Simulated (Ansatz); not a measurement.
An input for Ansatz 0.2.0 (HgC2S2N2 (C2/m)):

```yaml
crystal:
  lattice:
    - [5.439, -2.021, 0.0]
    - [5.439, 2.021, 0.0]
    - [-0.5921680587, 0.0, 6.4076955288]
  atoms:
    - { symbol: Hg, position: [0.0, 0.0, 0.0] }
    - { symbol: C, position: [0.2661513025, 0.2661513025, 0.2233405963] }
    - { symbol: C, position: [0.7338486975, 0.7338486975, 0.7766594037] }
    - { symbol: S, position: [0.1320101513, 0.1320101513, 0.3259806969] }
    - { symbol: S, position: [0.8679898487, 0.8679898487, 0.6740193031] }
    - { symbol: "N", position: [0.3633996325, 0.3633996325, 0.1569129335] }
    - { symbol: "N", position: [0.6366003675, 0.6366003675, 0.8430870665] }
kpoints:
  mp_grid: { grid: [4, 4, 2] }
hamiltonian:
  xc: pbe
  hubbard:
    projectors: ortho-atomic
    sites: [{ species: Hg, l: d, u_eff: 2.0 }]
  pseudopotentials: { kind: paw, azcp: { folder: soft_1 } }
scf:
  occupations: { method: fixed }
gw:
  n_empty_bands: 587
  ecut_chi: 150.0
  qp_bands: [v2, c2]
  qp_kpoints: band_edges
  screening: { model: contour_deformation }
```

```sh
ansatz run input.yaml --threads 2 --pin off --max-ram 92160MiB --backend cuda --events-out ev --progress --plain --runs-dir out --devices 1 --max-vram 13GiB
```

**Question.** How long will it take on 1 × NVIDIA H100 80GB HBM3 (shared by 6 runs) with 2 threads of AMD EPYC 7R13 (Zen 3), shared host, and how much memory?

It took 33 s; on shared hardware allow 16 s to 65 s. Peak host memory was 2.2 GiB. The sizes that set the cost: 2761 plane waves a state, 14 irreducible k points, 612 bands summed, 583 plane waves in the screening and 9 SCF cycles.

The screening grows as filled bands × empty bands × pairs of k points, times the square of the screening basis for the matrix.

[Paths, hosts, dates, memory and timing lines, banners, echoed tables and standing remarks are left out of the program output.]

[Logs are printed without paths, hosts, clocks, repeated set-up lines and the standing remarks that a program may print on its own settings, such as how far it seeks lower states.]

[Runs of the session that timed out or met a known fault of the program may be left out.]

[Cells called generated may have been cut or substituted from an entry of the Crystallography Open Database or the Materials Project.]

[Hosts, paths, dates, database ids (printed as entryN), source tags and the programs' standing remarks are cut or masked in the printed files.]
